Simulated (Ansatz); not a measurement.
# Memory against size: (5,5) carbon nanotube bundle (80 atoms) repeated, support functions

The cell holds 80 atoms: 80 C. Cell: a = 10.081 Å, b = 10.081 Å, c = 9.721 Å, α = 90.0°, β = 90.0°, γ = 120.0°. It derives from C (graphene). Graphene sheet (a = 2.46 Å) rolled into a (5,5) tube of diameter 6.78 Å, 4 periods, hexagonal bundle with 3.3 Å between walls; minimised with a classical potential (one cell length free).

Calculated with Ansatz 0.2.0: Kohn-Sham DFT, PBE+D4, PAW (set soft_2), localised support functions (medium); the typed cell is repeated and solved at Γ on 1 × NVIDIA H100 80GB HBM3 with 5 threads of AMD EPYC 7R13 (Zen 3), shared host.

| atoms | memory planned on the GPU (GiB) | repeats | SCF cycles |
| --- | --- | --- | --- |
| 80 | 2.5 | 1×1×1 | 12 |
| 640 | 11.6 | 2×2×2 | 14 |
| 1440 | 25 | 3×3×2 | 19 |
| 3840 | ? | ? | ? |

**Question.** Fit a power law of the atom count to the rows given and extrapolate to the withheld row.

**Working.**

A power law y = A x^b is a line in u = ln x and v = ln y.

| u = ln x | v = ln y |
| --- | --- |
| 4.38203 | 0.916291 |
| 6.46147 | 2.45101 |
| 7.27240 | 3.21888 |

With n = 3: mean u = 6.03863, mean v = 2.19539, Σ(u − ū)² = 4.4453, Σ(u − ū)(v − v̄) = 3.4898. Slope b = 3.4898 / 4.4453 = 0.78505; intercept a = v̄ − b ū = -2.5452.

At the withheld row u = 8.253, v = a + b u = 3.934, and y = exp(v).

Prediction at 3840: 51.11 GiB. The run gave 62.6 GiB, so the fit is low by 11 GiB (18 % of the value).

The fitted exponent is 0.79. Between neighbouring rows, the withheld one included, the exponents are 0.74, 0.95 and 0.94. Among the rows given, the largest relative miss of the fit is at 640, by 0.92 GiB (7.9 %).

Limits: One run a row. Whether the card's size bounds the plan at the largest cells wasn't tested.

[Hosts, paths, dates, database ids (printed as entryN), source tags and the programs' standing remarks are cut or masked in the printed files.]
